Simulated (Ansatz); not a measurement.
# GeF2 monolayer (1T): a soft mode frozen in, part 3 of 3

Aim: this structure of GeF2 monolayer (1T) is to be tested for unstable modes, and one is followed downhill.

Ansatz 0.2.0; DFT PBEsol, scalar-relativistic, plane waves, PAW.

So far. Step 4 (The mode frozen in, largest atomic shift 0.45 Å): The energy, extrapolated to zero smearing, is -84.86 meV/atom against the undistorted cell. Step 5 (Energy along the mode, all amplitudes (two of the runs …): The lowest of the steps tried is at 0.45 Å, 84.9 meV/atom below the parent; the bottom of the well need not coincide with a step.

## 7. The new phase in its own primitive cell

The relaxed structure is symmetrised, reduced to its primitive cell and relaxed tightly, as its phonons need.

Contents of input.yaml:

```yaml
crystal:
  lattice:
    - [3.4099681106, 0.0, 0.0]
    - [0.0, 6.53802201, 0.0]
    - [0.0, 0.0, 27.6]
  atoms:
    - { symbol: Ge, position: [0.0, -0.0239565504, 0.379536927] }
    - { symbol: Ge, position: [0.5, 0.5239565504, 0.3451007541] }
    - { symbol: F, position: [0.0, 0.406216879, 0.3772551216] }
    - { symbol: F, position: [0.5, 0.7055142612, 0.3973337769] }
    - { symbol: F, position: [0.5, 0.093783121, 0.3473825596] }
    - { symbol: F, position: [1.0, 0.7944857388, 0.3273039043] }
  periodic: [true, true, false]
kpoints:
  mp_grid: { grid: [8, 4, 1] }
hamiltonian:
  xc: pbesol
scf:
  occupations: { method: fixed }
output:
  forces: true
  stress: true
  eigenvalues: true
relax:
  adjacent_minimum: "off"
  f_tol: 0.001
  max_steps: 60
  cell: { stress_2d_tol: 0.002 }
```

Command:

```
$ ansatz run input.yaml --threads 8 --pin off --max-ram 14336MiB --backend cpu --events-out ev --progress --plain --runs-dir out
```

Numbers of over 12 decimals in the logs are rounded to 6 here.

Output:

```text
[...]
Crystal: 6 atoms, lattice volume = 615.327 Å³
Basis set: ecut = 420 eV, 12055 PW (Γ), exchange–correlation on 48×90×384 points (8 copies of the dense FFT grid, shifted against one another)
Bands: 34, of which v1, the nominal top of the filled ones, is band 28 counted from 1 (27 counted from 0)
Symmetry: 4 space group operations
[...]
k-points: 15 of 32
[...]
cell:  # Å, volume = 615.4275 Å³
    - [3.409484, 0.0, 0.0]
    - [0.0, 6.540022, 0]
    - [0.0, 0, 27.6]
  atoms:
    - { symbol: Ge, position: [0.0, -0.024029, 0.379542] }
    - { symbol: Ge, position: [0.500000, 0.524029, 0.345096] }
    - { symbol: F, position: [0.0, 0.406266, 0.377241] }
    - { symbol: F, position: [0.500000, 0.705480, 0.397334] }
    - { symbol: F, position: [0.500000, 0.093734, 0.347397] }
    - { symbol: F, position: [1.000000, 0.794520, 0.327303] }
[key lines of the parts left out:]
SCF converged after 7 iterations
Free energy (F): -11709.430073 eV
Fermi energy:    -7.136997 eV
P = ½ c Tr σ = -0.0000 N/m
```

It took 14 s on 8 threads of Intel Xeon 6975P-C (Granite Rapids), shared host; peak memory 1.6 GiB.

Little changed from the start: no atom moved by 0.005 Å and no cell edge by 0.1 %.

Numbers from this step:

```yaml
gap_on_the_k_mesh: 3.985 eV
direct_gap_on_mesh: 4.344 eV
```

The largest force component left is 0.35 meV/Å, within the tolerances set.

## 8. Modes of the new phase, k-mesh 8×4×1

A relaxed structure may still be a saddle point, so its zone-centre modes are computed. The response to a homogeneous field gives the Born charges and the dielectric tensor, and its change with displacement the Raman tensors.

Contents of input.yaml:

```yaml
crystal:
  lattice:
    - [3.4094840334, 0.0, 0.0]
    - [0.0, 6.5400216115, 0.0]
    - [0.0, 0.0, 27.6]
  atoms:
    - { symbol: Ge, position: [0.0, -0.0240291218, 0.3795419815] }
    - { symbol: Ge, position: [0.5, 0.5240291218, 0.3450956996] }
    - { symbol: F, position: [0.0, 0.4062661919, 0.3772407748] }
    - { symbol: F, position: [0.5, 0.7054804157, 0.3973343867] }
    - { symbol: F, position: [0.5, 0.0937338081, 0.3473969063] }
    - { symbol: F, position: [1.0, 0.7945195843, 0.3273032945] }
  periodic: [true, true, false]
kpoints:
  mp_grid: { grid: [8, 4, 1] }
hamiltonian:
  xc: pbesol
scf:
  occupations: { method: fixed }
output:
  eigenvalues: true
phonons:
  method: dfpt
  dielectric: true
  raman: true
```

Output:

```text
Warning: phonons.dielectric: true without phonons.rigid_motions: the static dielectric tensor ε⁰ will be withheld (ε∞, Z* and the rows of modes are given); for a crystal or a slab, whose only rigid motions are the translations, set phonons.rigid_motions: translations
[...]
Crystal: 6 atoms, lattice volume = 615.428 Å³
Basis set: ecut = 420 eV, 12055 PW (Γ), exchange–correlation on 48×90×384 points (8 copies of the dense FFT grid, shifted against one another)
Bands: 34, of which v1, the nominal top of the filled ones, is band 28 counted from 1 (27 counted from 0)
Symmetry: 4 space group operations
k-points: 18 of 32 (irreducible under 1 space group operation, time reversal used)
[...]
SCF iter   1: F=—  HF=-11709.450019 eV  |F-HF|=—  |Δ(HF+E_count)|=         —  Δρ=4.76e-3  dr2=1.02e-1  ethr=1.77e-3  ⟨swp⟩=5.2  Hψ=2357  notcnv=0  defer=71
[...]
SCF iter  10: F=-11709.430073 eV  HF=-11709.430073 eV  |F-HF|=3.09e-11  |Δ(HF+E_count)|=   1.10e-8  Δρ=1.46e-7  dr2=9.66e-11  ethr=1.00e-12  ⟨swp⟩=22.4  Hψ=5723  notcnv=0
SCF 1 converged in 10 iterations: F = -11709.430073 eV  dr2 = 9.66e-11
[...]
DFPT response loops at Γ: preconditioner auto → none (the input reference at scf.mixing.eps_inf says where Resta's filter doesn't serve); β = 0.50; Broyden in place of MSR1
── the response to a field inside a basis, on 8×4×1 k-points: an SCF that follows is theirs, and a resumed run solves both again ──
Bands: 29, of which v1, the nominal top of the filled ones, is band 28 counted from 1 (27 counted from 0)
k-points: 8 of 32 (irreducible under 2 space group operations, time reversal used)
[...]
Eigensolver: Dense (8 Hₖ)
SCF iter   1: F=—  HF=-11709.408485 eV  |F-HF|=—  |Δ(HF+E_count)|=         —  Δρ=1.71e-4  dr2=4.82e-5  ethr=1.00e-1
[...]
SCF iter   7: F=-11709.408485 eV  HF=-11709.408485 eV  |F-HF|=1.56e-10  |Δ(HF+E_count)|=  4.66e-10  Δρ=9.23e-8  dr2=3.16e-11  ethr=1.99e-12
SCF 1 converged in 7 iterations: F = -11709.408485 eV  dr2 = 3.16e-11
[...]
SCF converged after 10 iterations
Free energy (F): -11709.430073 eV
[...]
Internal energy: -11709.430073 eV  (E = F + TS)
E sigma→0 (E₀):  -11709.430073 eV
Fermi energy:    -7.136995 eV
[...]
--- Band table (eV; the first three rows and the last of 18) ---
  k-point 0: bands = [... 24 lower, -9.5356, -9.1517, -8.5916, -7.2054, -2.7329, -2.3285, -0.9993 (-0.9994°), -0.8672 (-0.8672°), ... 2 higher]
  k-point 1: bands = [... 24 lower, -9.5439, -9.3038, -8.2992, -7.3235, -2.9792, -2.1308, -1.4129 (-1.4129°), -0.7518 (-0.7518°), ... 2 higher]
  k-point 2: bands = [... 24 lower, -9.5537, -9.4975, -7.9318, -7.5567, -3.1519, -2.0339, -1.6264, -0.7212 (-0.7212°), ... 2 higher]
  k-point 17: bands = [... 24 lower, -9.4928, -9.4928, -7.3105, -7.3105, -2.0259, -2.0259, -0.5052, -0.5052, ... 2 higher]
  ° read free of the cell's end (the report's vacuum.weakly_bound_levels)
--- Phonons (Γ-DFPT): 18 representative perturbations + reference, on 18 of 32 k-points (Σ response iterations 79) ---
  ASR residual: 2.776e-4 → 0.000e0 eV/Å²; symmetrization residual: 2.175e-5 eV/Å²
[...]
ASR residual per site (eV/Å²): 3.42e-5 3.24e-5 2.70e-4 1.87e-4 2.78e-4 1.52e-4
  Γ frequencies (cm⁻¹): -86.50 -56.15 0.00 0.00 0.00 53.81 99.45 123.84 184.00 194.62 209.66 244.91 260.17 260.17 304.85 341.10 452.17 533.93
  ε∞ (high-frequency dielectric tensor):
        1.381192    -0.000000     0.000000
       -0.000000     1.314422     0.003424
        0.000000     0.003424     1.095933
  α∞ (the layer's polarisability for a field applied outside it; Å, Gaussian; ε∞ is over the cell's 27.600 Å):
        0.837227    -0.000000     0.000000
       -0.000000     0.690577     0.007520
        0.000000     0.007520     0.210701
  ε⁰ (static dielectric tensor): not given — the deck does not say what the cell's rigid motions are, and on a molecule in a box or a wire the rigid rotations would enter the sum over the modes at Γ. For a crystal or a slab, whose only rigid motions are the translations, set phonons.rigid_motions: translations.
  Born effective charges Z* (e; rows j = field, columns β = displacement):
    site 0:
         3.60527    0.00000   -0.00000
         0.00000    2.73114    0.28586
         0.00000    0.07400    0.69040
    site 1:
         3.60527   -0.00000    0.00000
        -0.00000    2.73114    0.28586
        -0.00000    0.07400    0.69040
    site 2:
        -2.49232    0.00000   -0.00000
         0.00000   -1.15886    0.43020
        -0.00000    0.10919   -0.27118
    site 3:
        -1.11295    0.00000    0.00000
         0.00000   -1.57228   -0.71606
        -0.00000   -0.18319   -0.41923
    site 4:
        -2.49232   -0.00000    0.00000
        -0.00000   -1.15886    0.43020
         0.00000    0.10919   -0.27118
    site 5:
        -1.11295   -0.00000    0.00000
        -0.00000   -1.57228   -0.71606
         0.00000   -0.18319   -0.41923
  Z* charge neutrality: 4.021e-5 e pre-enforcement
  k-mesh period / interband length: 27.3 Å / 1.10 Å = 24.91 at k = (0.3750, 0.0000, 0.0000), direct gap 5.138 eV — 14 or more, which is no proof of convergence; an axis of the mesh has one division: compare the results on two meshes, or along an axis of vacuum in a longer cell
  Raman tensors (in the event stream and the table raman_tensors.tsv): an entry may err by 7.1e-2 Å², one of the second-order susceptibility by 4.3e-20 pm/V (basis, points and sum rule); their sum over the sites missed zero by 4.441e-16 Å² ahead of its enforcement
  optical modes at Γ without the LO–TO term, one row a degenerate level:
      ω (cm⁻¹)  modes    IR ((D/Å)²/amu)  static Raman (Å⁴/amu)  depolarisation
        -86.50      1            25.4886                 0.0000               —
        -56.15      1             0.0000                 0.6116           0.750
         53.81      1             0.0000                 0.6465           0.474
         99.45      1             5.1811                 0.0000               —
        123.84      1             0.0000                 4.7533           0.594
        184.00      1             0.0000                 0.3260           0.750
        194.62      1             0.0000                 1.7857           0.177
        209.66      1             0.8636                 0.0000               —
        244.91      1             0.0000                 1.2302           0.750
        260.17      1             0.1334                 0.0000               —
        260.17      1             0.0000                 4.5149           0.256
        304.85      1             7.1580                 0.0000               —
        341.10      1             0.0000                20.0007           0.118
        452.17      1             0.0000                30.0879           0.103
        533.93      1             4.3007                 0.0000               —
```

Elapsed: 2.6 min, on 8 threads; peak memory 2.6 GiB; 18 min of CPU time.

This step gave:

* sum-rule residual before enforcement: 2.78e-4 eV/Å²
* miss of the charge sum rule: 4.02e-5 e
* point group: 2/m
* highest optical mode at the zone centre (no LO-TO term): 533.9 cm⁻¹
* lowest optical zone-centre mode: -86.5 cm⁻¹
* largest Born charge (third of the trace): 2.342 e

Without the LO-TO term. Patterns of degenerate modes are one choice out of their space. Modes at Γ, with each element's share of the kinetic energy (negative means imaginary):

```tsv
mode	frequency (cm⁻¹)	symmetry	Ge %	F %
1	-86.5	Au	34	66
2	-56.1	Bg	96	4
3	0.0	acoustic	66	34
4	0.0	acoustic	66	34
5	0.0	acoustic	66	34
6	53.8	Ag	63	37
7	99.5	Bu	23	77
8	123.8	Ag	46	54
9	184.0	Bg	1	99
10	194.6	Ag	41	59
11	209.7	Au	0	100
12	244.9	Bg	3	97
13	260.2	not assigned	5	95
14	260.2	not assigned	4	96
15	304.9	Bu	16	84
16	341.1	Ag	24	76
17	452.2	Ag	23	77
18	533.9	Bu	24	76
```

Displacements in mode 1 (-86.5 cm⁻¹), the largest set to 1:
```
Ge1 -0.46  0.00  0.00
Ge2 -0.46  0.00  0.00
F3   1.00  0.00  0.00
F4   0.74  0.00  0.00
F5   1.00  0.00  0.00
F6   0.74  0.00  0.00
```

Displacements in mode 6 (53.8 cm⁻¹), the largest set to 1:
```
Ge1  0.00 -0.20  0.70
Ge2  0.00  0.20 -0.70
F3   0.00  0.00 -1.00
F4   0.00 -0.42 -0.19
F5   0.00  0.00  1.00
F6   0.00  0.42  0.19
```

High-frequency dielectric tensor, averaged over the cell of height 27.6 Å or as lengthened by the program, vacuum included. Tensor:

```tsv
	x	y	z
x	1.381	0	0
y	0	1.314	0.003
z	0	0.003	1.096
```

Born charge (rows field, columns displacement) (e), principal values of the symmetric part by kind of site:

```tsv
atom	atoms with these values	low	middle	high	mean
Ge1	2	0.67	2.75	3.61	2.34
F3	2	-2.49	-1.23	-0.20	-1.31
F4	2	-1.73	-1.11	-0.26	-1.03
```

In full for Ge1:

```
3.61 0.00 0.00
0.00 2.73 0.29
0.00 0.07 0.69
```

Transverse modes; imaginary modes are left out. Infrared lines, with heights relative to the strongest:

```tsv
position (cm⁻¹)	lines merged	relative intensity
54	1	0.0
99	1	72
124	1	0.0
184	1	0.0
195	1	0.0
210	1	12
245	1	0.0
260	2	1.9
305	1	100
341	1	0.0
452	1	0.0
534	1	60
```

Activity x (w_L - w)^4 (n + 1)/w, 532 nm, 300 K; imaginary modes are left out. Raman lines, with heights relative to the strongest:

```tsv
position (cm⁻¹)	lines merged	relative intensity
54	1	63
99	1	0.0
124	1	100
184	1	3.5
195	1	17
210	1	0.0
245	1	8.3
260	2	28
305	1	0.0
341	1	81
452	1	82
534	1	0.0
```

Before it was imposed, the acoustic sum rule was missed by 2.8e-4 eV/Å² and the charge sum rule by 4.0e-5 e. Small misses are needed for a sound result but don't prove that mesh and cutoff are converged. The lowest optical mode is imaginary, 86.5i cm⁻¹, so the energy falls along it.

## 9. What came out

* unstable mode of the parent: q = (0, -0.5, 0), 207i cm⁻¹
* depth at the lowest point sampled: 84.9 meV/atom
* largest atomic shift at that point: 0.45 Å
* space group reached (within 0.01 Å): P2_1/m
* energy gained over the parent (first relaxation, on the mesh of the frozen mode): 159 meV/atom
* area per atom, phase reached: 3.72 Å²
* gap on the k-mesh, phase reached: 3.99 eV
* lowest optical zone-centre mode, phase reached: -86.5 cm⁻¹
* highest optical mode at the zone centre (no LO-TO term), phase reached: 534 cm⁻¹

In words: Along this mode the structure falls into P2_1/m, 159 meV/atom below the parent. At the parent's cell the well is 84.86 meV/atom deep on the steps tried, with its lowest point at a shift of 0.45 Å. Relaxing atoms and cell changes the gain by +74.19 meV/atom against the lowest step (energies at zero smearing). The new phase still has an imaginary mode at the zone centre of its cell, so it is a saddle point on the way to a lower structure. Of the 2 patterns followed to their end from this parent, this one ends 40.4 meV/atom above the lowest, P2/c. Each path keeps the symmetry of its pattern, so a lower phase may lie along a pattern not tried. In a sheet or slab the interpolated bending branch near Γ is rough, since the rotational sum rule isn't imposed. Dielectric tensors refer to the cell with its vacuum. The starting cell was built on a prototype and not taken from a measurement.

[Logs are printed without paths, hosts, clocks, repeated set-up lines and the standing remarks that a program may print on its own settings, such as how far it seeks lower states.]

[Hosts, paths, dates, database ids (printed as entryN), source tags and the programs' standing remarks are cut or masked in the printed files.]
